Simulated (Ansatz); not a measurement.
# How Au(100) screens a field

Where does the screening charge of Au(100) sit?

Program: Ansatz 0.2.0. Level of theory: plane-wave DFT, LDA, Ansatz PAW. Values are calculated unless marked as measured.

### Step 1. Starting point

The cell holds 7 atoms: 7 Au. Cell: a = 2.885 Å, b = 2.885 Å, c = 30.240 Å, α = 90.0°, β = 90.0°, γ = 90.0°. Vacuum lies along c.

Coordinates:

```cif
data_structure
_symmetry_space_group_name_H-M 'P 1'
_symmetry_Int_Tables_number 1
_cell_length_a 2.8850
_cell_length_b 2.8850
_cell_length_c 30.2400
_cell_angle_alpha 90.000
_cell_angle_beta 90.000
_cell_angle_gamma 90.000
_cell_volume 251.69
loop_
_atom_site_label
_atom_site_type_symbol
_atom_site_fract_x
_atom_site_fract_y
_atom_site_fract_z
_atom_site_occupancy
Au1 Au 0.00000 0.00000 0.29762 1
Au2 Au 0.50000 0.50000 0.36508 1
Au3 Au 0.00000 0.00000 0.43254 1
Au4 Au 0.50000 0.50000 0.50000 1
Au5 Au 0.00000 0.00000 0.56746 1
Au6 Au 0.50000 0.50000 0.63492 1
Au7 Au 0.00000 0.00000 0.70238 1
```

### Step 2. Single point, field 0

A sawtooth potential applies the field, turning back in the middle of the vacuum. With the dipole correction the typed value is the field outside the slab. The induced dipole is small, so the SCF threshold is tight.

input.yaml

```yaml
crystal:
  lattice:
    - [2.8849956672, 0.0, 0.0]
    - [0.0, 2.8849956672, 0.0]
    - [0.0, 0.0, 30.24]
  atoms:
    - { symbol: Au, position: [0.0, 0.0, 0.2976190476] }
    - { symbol: Au, position: [0.5, 0.5, 0.3650793651] }
    - { symbol: Au, position: [0.0, 0.0, 0.4325396825] }
    - { symbol: Au, position: [0.5, 0.5, 0.5] }
    - { symbol: Au, position: [0.0, 0.0, 0.5674603175] }
    - { symbol: Au, position: [0.5, 0.5, 0.6349206349] }
    - { symbol: Au, position: [0.0, 0.0, 0.7023809524] }
kpoints:
  mp_grid: { grid: [18, 18, 1] }
hamiltonian:
  xc: lda
scf:
  occupations: { method: fermi_dirac, width: 0.1 }
  convergence: { dr2_threshold: 1.0e-10 }
efield:
  axis: 3
  dipole_correction: true
  ramp_position: 0.97
  ramp_width: 0.06
  amplitude: 0
output:
  forces: true
  write_potential: true
  write_density: true
  volumetric_format: npy
```

The run is started by

```
$ ansatz run input.yaml --threads 4 --pin off --max-ram 6144MiB --backend cpu --events-out ev --progress --plain --runs-dir out
```

Standard output:

```text
Engine: ansatz 0.2.0, aarch64-unknown-linux-gnu
Pseudopotentials: kind: paw
Pseudopotential: Au, paw, valence charge 19, recommended cutoff 420 eV (normal), Au.paw.azcp
Functional definition: SPW92
  exchange = slater_x
  correlation = pw_c
Crystal: 7 atoms, lattice volume = 251.694 Å³
Basis set: ecut = 420 eV, 4889 PW (Γ)
Bands: 80, of which v1, the nominal top of the filled ones, is band 67 counted from 1 (66 counted from 0)
Symmetry: 8 space group operations
k-points: 55 of 324
Non-local potential: Au, projectors of the file, l = 0: 3, l = 1: 2, l = 2: 2, l = 3: 1
PAW form: soft (Blöchl's): semilocal exchange-correlation on the pseudo side does not see the compensation charge
PAW frozen core: Au, regenerated for the run's functional, and the local potential with it (the file was generated under x = pbe(κ = 0.804, μ = 0.219515), c = pbe(β = 0.066725))
PAW one-centre angular grid: Au, 590 points (default); XC on 64 Gauss nodes
Initial density: superposition of atomic densities (neutral atoms: chi_scale 0, normalization atom), corrected by the library's trained network
Initial wavefunctions: pseudopotential atomic-orbital guess
Functional: x = slater, c = lda
SCF iter   1: F=—  HF=-90053.276697 eV  |F-HF|=—  |Δ(HF+E_count)|=         —  Δρ=7.13e-3  dr2=1.34e0  ethr=1.77e-3  p=0.000 e·Å  D=1.12e-14 V/Å  ΔV_dip=-0.00 eV  dr2_dipole=2.50e-11  V_vac-E_F(+/−)=4.97/4.97 eV  ⟨swp⟩=7.8  Hψ=18272  notcnv=0  defer=113
efield: sawtooth ramp at fractional position 0.9700 (set: `efield.ramp_position`, or a place that a band, a saddle search or an elastic batch's reference lends), width 0.0600; the density the first Hamiltonian is built on has a dipole p = 0.000 e·Å; the dipole correction subtracts the counter field D = 1.12e-14 V/Å, which shifts the + side's vacuum level by -0.00 eV against the − side's; the planar-averaged density in the ramp window peaks in size at 1.2e-5 e/Å³
preconditioner: auto → LDOS  [metal: Δε(μ)=0.033 eV  Ē_g=9.249 eV  σ=0.100 eV  W_gap=0.08  n_scr=66 (ndim 8)  ℏωp=20.5 eV  f_vac=0.492  D(μ)=2.34/eV (n_scr^D=12)  β→1.0]
SCF iter   2: F=—  HF=-90053.218015 eV  |F-HF|=—  |Δ(HF+E_count)|=   5.87e-2  Δρ=3.59e-3  dr2=3.83e-2  ethr=1.00e-3  p=0.000 e·Å  D=2.04e-8 V/Å  ΔV_dip=-0.00 eV  dr2_dipole=4.48e-10  V_vac-E_F(+/−)=5.56/5.56 eV  ⟨swp⟩=2.1  Hψ=5503  notcnv=0  defer=248
SCF iter   3: F=—  HF=-90053.214462 eV  |F-HF|=—  |Δ(HF+E_count)|=   3.55e-3  Δρ=1.82e-3  dr2=1.17e-2  ethr=2.88e-5  p=0.000 e·Å  D=1.91e-6 V/Å  ΔV_dip=-0.00 eV  dr2_dipole=1.25e-10  V_vac-E_F(+/−)=5.44/5.44 eV  ⟨swp⟩=2.7  Hψ=8670  notcnv=0  defer=248
SCF iter   4: F=—  HF=-90053.211707 eV  |F-HF|=—  |Δ(HF+E_count)|=   2.75e-3  Δρ=2.69e-4  dr2=2.43e-4  ethr=8.81e-6  p=0.000 e·Å  D=6.67e-7 V/Å  ΔV_dip=-0.00 eV  dr2_dipole=2.21e-12  V_vac-E_F(+/−)=5.49/5.49 eV  ⟨swp⟩=2.1  Hψ=6695  notcnv=0  defer=248
SCF iter   5: F=—  HF=-90053.211649 eV  |F-HF|=—  |Δ(HF+E_count)|=   5.76e-5  Δρ=7.44e-5  dr2=2.21e-5  ethr=1.83e-7  p=0.000 e·Å  D=4.00e-7 V/Å  ΔV_dip=-0.00 eV  dr2_dipole=2.58e-11  V_vac-E_F(+/−)=5.50/5.50 eV  ⟨swp⟩=3.3  Hψ=9254  notcnv=0  defer=248
SCF iter   6: F=—  HF=-90053.211639 eV  |F-HF|=—  |Δ(HF+E_count)|=   9.88e-6  Δρ=1.51e-5  dr2=1.17e-6  ethr=1.66e-8  p=0.000 e·Å  D=2.09e-7 V/Å  ΔV_dip=-0.00 eV  dr2_dipole=1.49e-11  V_vac-E_F(+/−)=5.50/5.50 eV  ⟨swp⟩=2.2  Hψ=6445  notcnv=0  defer=248
SCF iter   7: F=—  HF=-90053.211637 eV  |F-HF|=—  |Δ(HF+E_count)|=   2.78e-6  Δρ=7.73e-6  dr2=2.37e-7  ethr=8.82e-10  p=0.000 e·Å  D=6.62e-8 V/Å  ΔV_dip=-0.00 eV  dr2_dipole=4.10e-12  V_vac-E_F(+/−)=5.50/5.50 eV  ⟨swp⟩=2.3  Hψ=6917  notcnv=0  defer=230
SCF iter   8: F=—  HF=-90053.211637 eV  |F-HF|=—  |Δ(HF+E_count)|=   5.41e-9  Δρ=1.78e-6  dr2=8.83e-9  ethr=1.78e-10  p=0.000 e·Å  D=3.32e-8 V/Å  ΔV_dip=-0.00 eV  dr2_dipole=3.62e-12  V_vac-E_F(+/−)=5.50/5.50 eV  ⟨swp⟩=2.1  Hψ=6385  notcnv=0  defer=230
SCF iter   9: F=—  HF=-90053.211637 eV  |F-HF|=—  |Δ(HF+E_count)|=   1.89e-9  Δρ=5.45e-7  dr2=8.87e-10  ethr=6.64e-12  p=0.000 e·Å  D=4.37e-9 V/Å  ΔV_dip=-0.00 eV  dr2_dipole=1.66e-13  V_vac-E_F(+/−)=5.50/5.50 eV  ⟨swp⟩=2.7  Hψ=7410  notcnv=0  defer=230
SCF iter  10: F=-90053.211637 eV  HF=-90053.211637 eV  |F-HF|=7.28e-11  |Δ(HF+E_count)|=  5.09e-10  Δρ=1.73e-7  dr2=7.08e-11  ethr=1.00e-12  p=0.000 e·Å  D=8.68e-10 V/Å  ΔV_dip=-0.00 eV  dr2_dipole=8.03e-16  V_vac-E_F(+/−)=5.50/5.50 eV  ⟨swp⟩=19.3  Hψ=31567  notcnv=0
SCF 1 converged in 10 iterations: F = -90053.211637 eV  dr2 = 7.08e-11
  greatest PAW one-centre occupation: 1.003 electrons in one spin orbital (limit 2), on the Au atom at site 4 (counted from 0), in its partial waves of l = 0
WARN: The output density's exchange-correlation potential varies sharply where the density is thin. Do not read a vacuum level from v_tot or v_xc, or from such a field of the output density. On a cell that repeats whose density bears no net charge and no dipole along the vacuum's axis use v_es (v_loc + v_h of the components); under efield.dipole_correction with no amplitude use v_es + v_field, which holds any externa [...]
SCF converged after 10 iterations
Free energy (F): -90053.211637 eV
Harris-Foulkes:  -90053.211637 eV  (|F-HF|=7.28e-11)
Internal energy: -90053.141622 eV  (E = F + TS)
E sigma→0 (E₀):  -90053.176629 eV
Entropy (-TS):   -0.070015 eV (-10.002 meV/atom)
Fermi energy:    6.659754 eV
Dipole field:    D = -0.000000 V/Å  (p = -0.000000 e·Å, saw-weighted, corrected)
Work function:   Φ+ = 5.5017 eV   Φ− = 5.5017 eV
Levels:          The Fermi level and band energies are counted from a zero that moves with the ramp; work functions are not
--- Per-component energies (eV) ---
  E_band       = -3281.127562
  E_kinetic    = 4232.337703
  E_local      = -285161.341167  (includes V_loc(G=0)·N_el)
  E_nonlocal   = 570.567812
  E_hartree    = 140784.497310
  E_xc         = -1583.568337
  E_vxc        = -1920.621594  (∫ρ·V_xc dr)
  E_paw        = -65964.828303  (= ΣΔE_a)
  E_vpaw       = -2571.076146  (= ΣTr[D̂ρ^β])
  E_aug_tail   = 0.009426  (compensation charges beyond the density's cutoff)
  E_efield     = 0.000000  (sawtooth field / dipole correction)
  E_vefield    = 0.000000  (∫n·V_field dr)
  E_ewald      = 117065.524911
  E_core_change = 3.659024  (= ΣΔE_core)
  E_smearing   = -0.070015  (= −TS)
  E_closure    = -0.000000  (closes the sum)
  Σ components = -90053.211637   (vs F -90053.211637, Δ=0.00e0)
--- Forces (eV/Å), atoms counted from 1 ---
  atom   1  Au     0.00000000     0.00000000     0.37735022
  atom   2  Au     0.00000000     0.00000000    -0.14008432
  atom   3  Au    -0.00000000     0.00000000    -0.00621494
  atom   4  Au     0.00000000     0.00000000    -0.00000002
  atom   5  Au     0.00000000     0.00000000     0.00621496
  atom   6  Au    -0.00000000     0.00000000     0.14008434
  atom   7  Au    -0.00000000     0.00000000    -0.37735023
  max |Σ_I F_I| component: 1.66e-8 eV/Å
--- Band table (eV; the first three rows and the last of 55) ---
  k-point 0: bands = [... 63 lower, 4.7755, 4.8582, 4.8703, 5.0282, 5.0282, 5.1471, 7.0555, 7.8997, ... 9 higher]
  k-point 1: bands = [... 63 lower, 4.7620, 4.8049, 4.8226, 4.8496, 5.0365, 5.5024, 7.2386, 8.1350, ... 9 higher]
  k-point 2: bands = [... 63 lower, 4.7245, 4.7264, 4.8029, 4.9217, 5.0243, 6.0160, 7.6926, 8.7282, ... 9 higher]
  k-point 54: bands = [... 63 lower, 8.2245, 8.2245, 9.5603, 9.5603, 11.1241, 11.1241, 11.4704, 11.4723, ... 9 higher]
```

Run time: 38 s. Hardware: 4 threads of Arm Neoverse V1, shared host; peak memory 1.1 GiB.

This step gave:

- energy at zero smearing: -90053.1766 eV
- work function, upper face: 5.502 eV
- dipole along the normal: -4.61e-8 e·Å

Running mean over 2.04 Å of the planar mean; the ramp of the sawtooth is left out. The electron's electrostatic potential energy less the Fermi level by z:

z (Å), electron's electrostatic potential energy less the Fermi level (eV) and a bar from the least value:
```
        4       5.50 ##############################
        5       5.50 ##############################
        6       5.47 ##############################
        7       4.86 #############################
        8      -1.60 ###############
        9      -7.66 ##
       10      -8.23 #
       11      -8.42 
       12      -8.47 
       13      -8.48 
       14      -8.50 
       15      -8.51 
       16      -8.50 
       17      -8.49 
       18      -8.47 
       19      -8.44 
       20      -8.29 
       21      -7.93 #
       22      -3.78 ##########
       23       4.15 ###########################
       24       5.43 ##############################
       25       5.50 ##############################
       26       5.50 ##############################
       27       5.50 ##############################
```

Force by atom:

```
atom  x (eV/Å)  y (eV/Å)  z (eV/Å)   size
 Au1     0.000     0.000     0.377  0.377
 Au2     0.000     0.000    -0.140  0.140
 Au3     0.000     0.000    -0.006  0.006
 Au4     0.000     0.000     0.000  0.000
 Au5     0.000     0.000     0.006  0.006
 Au6     0.000     0.000     0.140  0.140
 Au7     0.000     0.000    -0.377  0.377
```

The work function of the upper face is 5.50 eV.

### Step 3. Atoms held, field 0.05 V/Å

Edit input.yaml of step 2 so:

```diff
@@ -25,3 +25,3 @@
   ramp_width: 0.06
-  amplitude: 0
+  amplitude: 0.05
 output:
```

Standard output:

```text
[...]
Crystal: 7 atoms, lattice volume = 251.694 Å³
Basis set: ecut = 420 eV, 4889 PW (Γ)
Bands: 80, of which v1, the nominal top of the filled ones, is band 67 counted from 1 (66 counted from 0)
Symmetry: 8 space group operations
k-points: 55 of 324
[...]
k-point 0: bands = [... 63 lower, 4.7754, 4.8579, 4.8704, 5.0281, 5.0281, 5.1470, 7.0552, 7.8997, ... 9 higher]
  k-point 1: bands = [... 63 lower, 4.7619, 4.8046, 4.8226, 4.8495, 5.0364, 5.5023, 7.2384, 8.1350, ... 9 higher]
  k-point 2: bands = [... 63 lower, 4.7237, 4.7271, 4.8028, 4.9216, 5.0242, 6.0159, 7.6924, 8.7281, ... 9 higher]
  k-point 54: bands = [... 63 lower, 8.2244, 8.2244, 9.5602, 9.5602, 11.1240, 11.1240, 11.4703, 11.4722, ... 9 higher]
[key lines of the parts left out:]
SCF converged after 12 iterations
Free energy (F): -90053.212503 eV
Fermi energy:    6.659648 eV
Dipole field:    D = 0.024928 V/Å  (p = 0.034674 e·Å, saw-weighted, corrected)
```

Run time: 44 s. Hardware: 4 threads; peak memory 1.1 GiB.

The dipole is 0.0347 e·Å.

### Step 4. Atoms held, field -0.05 V/Å

Edit input.yaml of step 3 so:

```diff
@@ -25,3 +25,3 @@
   ramp_width: 0.06
-  amplitude: 0.05
+  amplitude: -0.05
 output:
```

Standard output:

```text
[...]
Crystal: 7 atoms, lattice volume = 251.694 Å³
Basis set: ecut = 420 eV, 4889 PW (Γ)
Bands: 80, of which v1, the nominal top of the filled ones, is band 67 counted from 1 (66 counted from 0)
Symmetry: 8 space group operations
k-points: 55 of 324
[...]
k-point 0: bands = [... 63 lower, 4.7754, 4.8579, 4.8704, 5.0281, 5.0281, 5.1470, 7.0552, 7.8997, ... 9 higher]
  k-point 1: bands = [... 63 lower, 4.7619, 4.8046, 4.8226, 4.8495, 5.0364, 5.5023, 7.2384, 8.1350, ... 9 higher]
  k-point 2: bands = [... 63 lower, 4.7237, 4.7271, 4.8028, 4.9216, 5.0242, 6.0159, 7.6924, 8.7281, ... 9 higher]
  k-point 54: bands = [... 63 lower, 8.2244, 8.2244, 9.5602, 9.5602, 11.1240, 11.1240, 11.4703, 11.4722, ... 9 higher]
[key lines of the parts left out:]
SCF converged after 12 iterations
Free energy (F): -90053.212503 eV
Fermi energy:    6.659648 eV
Dipole field:    D = -0.024929 V/Å  (p = -0.034675 e·Å, saw-weighted, corrected)
```

It took 45 s on 4 threads; peak memory 1.1 GiB; 3 min of CPU time.

The dipole is -0.0347 e·Å.

### Step 5. Atoms held, field 0.1 V/Å

Edit input.yaml of step 4 so:

```diff
@@ -25,3 +25,3 @@
   ramp_width: 0.06
-  amplitude: -0.05
+  amplitude: 0.1
 output:
```

Standard output:

```text
[...]
Crystal: 7 atoms, lattice volume = 251.694 Å³
Basis set: ecut = 420 eV, 4889 PW (Γ)
Bands: 80, of which v1, the nominal top of the filled ones, is band 67 counted from 1 (66 counted from 0)
Symmetry: 8 space group operations
k-points: 55 of 324
[...]
k-point 0: bands = [... 63 lower, 4.7751, 4.8570, 4.8708, 5.0278, 5.0278, 5.1467, 7.0545, 7.8997, ... 9 higher]
  k-point 1: bands = [... 63 lower, 4.7617, 4.8040, 4.8227, 4.8492, 5.0361, 5.5020, 7.2378, 8.1349, ... 9 higher]
  k-point 2: bands = [... 63 lower, 4.7221, 4.7281, 4.8025, 4.9213, 5.0240, 6.0156, 7.6918, 8.7278, ... 9 higher]
  k-point 54: bands = [... 63 lower, 8.2241, 8.2241, 9.5599, 9.5599, 11.1237, 11.1237, 11.4700, 11.4719, ... 9 higher]
[key lines of the parts left out:]
SCF converged after 12 iterations
Free energy (F): -90053.215104 eV
Fermi energy:    6.659351 eV
Dipole field:    D = 0.049858 V/Å  (p = 0.069350 e·Å, saw-weighted, corrected)
```

Run time: 44 s. Hardware: 4 threads; peak memory 1.1 GiB.

The dipole is 0.0693 e·Å.

### Step 6. Atoms held, field -0.1 V/Å

Edit input.yaml of step 5 so:

```diff
@@ -25,3 +25,3 @@
   ramp_width: 0.06
-  amplitude: 0.1
+  amplitude: -0.1
 output:
```

Standard output:

```text
[...]
Crystal: 7 atoms, lattice volume = 251.694 Å³
Basis set: ecut = 420 eV, 4889 PW (Γ)
Bands: 80, of which v1, the nominal top of the filled ones, is band 67 counted from 1 (66 counted from 0)
Symmetry: 8 space group operations
k-points: 55 of 324
[...]
k-point 0: bands = [... 63 lower, 4.7751, 4.8570, 4.8708, 5.0278, 5.0278, 5.1467, 7.0545, 7.8997, ... 9 higher]
  k-point 1: bands = [... 63 lower, 4.7617, 4.8040, 4.8227, 4.8492, 5.0361, 5.5020, 7.2378, 8.1349, ... 9 higher]
  k-point 2: bands = [... 63 lower, 4.7221, 4.7281, 4.8025, 4.9213, 5.0240, 6.0156, 7.6918, 8.7278, ... 9 higher]
  k-point 54: bands = [... 63 lower, 8.2241, 8.2241, 9.5599, 9.5599, 11.1237, 11.1237, 11.4700, 11.4719, ... 9 higher]
[key lines of the parts left out:]
SCF converged after 12 iterations
Free energy (F): -90053.215104 eV
Fermi energy:    6.659351 eV
Dipole field:    D = -0.049858 V/Å  (p = -0.069350 e·Å, saw-weighted, corrected)
```

Wall time 45 s (4 threads); peak memory 1.1 GiB.

The dipole is -0.0693 e·Å.

### Step 7. Atoms held, field 0.2 V/Å

Edit input.yaml of step 6 so:

```diff
@@ -25,3 +25,3 @@
   ramp_width: 0.06
-  amplitude: -0.1
+  amplitude: 0.2
 output:
```

Standard output:

```text
[...]
Crystal: 7 atoms, lattice volume = 251.694 Å³
Basis set: ecut = 420 eV, 4889 PW (Γ)
Bands: 80, of which v1, the nominal top of the filled ones, is band 67 counted from 1 (66 counted from 0)
Symmetry: 8 space group operations
k-points: 55 of 324
[...]
k-point 0: bands = [... 63 lower, 4.7740, 4.8538, 4.8718, 5.0267, 5.0267, 5.1454, 7.0517, 7.8996, ... 9 higher]
  k-point 1: bands = [... 63 lower, 4.7610, 4.8015, 4.8228, 4.8482, 5.0350, 5.5007, 7.2352, 8.1345, ... 9 higher]
  k-point 2: bands = [... 63 lower, 4.7183, 4.7298, 4.8015, 4.9201, 5.0230, 6.0142, 7.6896, 8.7268, ... 9 higher]
  k-point 54: bands = [... 63 lower, 8.2229, 8.2229, 9.5588, 9.5588, 11.1226, 11.1226, 11.4688, 11.4707, ... 9 higher]
[key lines of the parts left out:]
SCF converged after 12 iterations
Free energy (F): -90053.225507 eV
Fermi energy:    6.658160 eV
Dipole field:    D = 0.099722 V/Å  (p = 0.138708 e·Å, saw-weighted, corrected)
```

The job ended after 45 s (4 threads; peak memory 1.1 GiB).

The dipole is 0.139 e·Å.

### Step 8. Single point, field -0.2 V/Å

Edit input.yaml of step 7 so:

```diff
@@ -25,3 +25,3 @@
   ramp_width: 0.06
-  amplitude: 0.2
+  amplitude: -0.2
 output:
```

Standard output:

```text
[...]
Crystal: 7 atoms, lattice volume = 251.694 Å³
Basis set: ecut = 420 eV, 4889 PW (Γ)
Bands: 80, of which v1, the nominal top of the filled ones, is band 67 counted from 1 (66 counted from 0)
Symmetry: 8 space group operations
k-points: 55 of 324
[...]
k-point 0: bands = [... 63 lower, 4.7740, 4.8538, 4.8718, 5.0267, 5.0267, 5.1454, 7.0517, 7.8996, ... 9 higher]
  k-point 1: bands = [... 63 lower, 4.7610, 4.8015, 4.8228, 4.8482, 5.0350, 5.5007, 7.2352, 8.1345, ... 9 higher]
  k-point 2: bands = [... 63 lower, 4.7183, 4.7298, 4.8015, 4.9201, 5.0230, 6.0142, 7.6896, 8.7268, ... 9 higher]
  k-point 54: bands = [... 63 lower, 8.2229, 8.2229, 9.5588, 9.5588, 11.1226, 11.1226, 11.4688, 11.4707, ... 9 higher]
[key lines of the parts left out:]
SCF converged after 12 iterations
Free energy (F): -90053.225507 eV
Fermi energy:    6.658160 eV
Dipole field:    D = -0.099723 V/Å  (p = -0.138709 e·Å, saw-weighted, corrected)
```

Elapsed: 45 s, on 4 threads; peak memory 1.1 GiB.

The dipole is -0.139 e·Å.

[end of part 1 of 2]

[Long decimals in the printed logs are rounded to 6 places.]

[Logs are printed without paths, hosts, clocks, repeated set-up lines and the standing remarks that a program may print on its own settings, such as how far it seeks lower states.]

[Hosts, paths, dates, database ids (printed as entryN), source tags and the programs' standing remarks are cut or masked in the printed files.]

[Maps of the electrostatic potential energy from Ansatz leave out the sawtooth potential of an applied field or a dipole correction, so their vacuum need not be flat; planar profiles and work functions include it.]
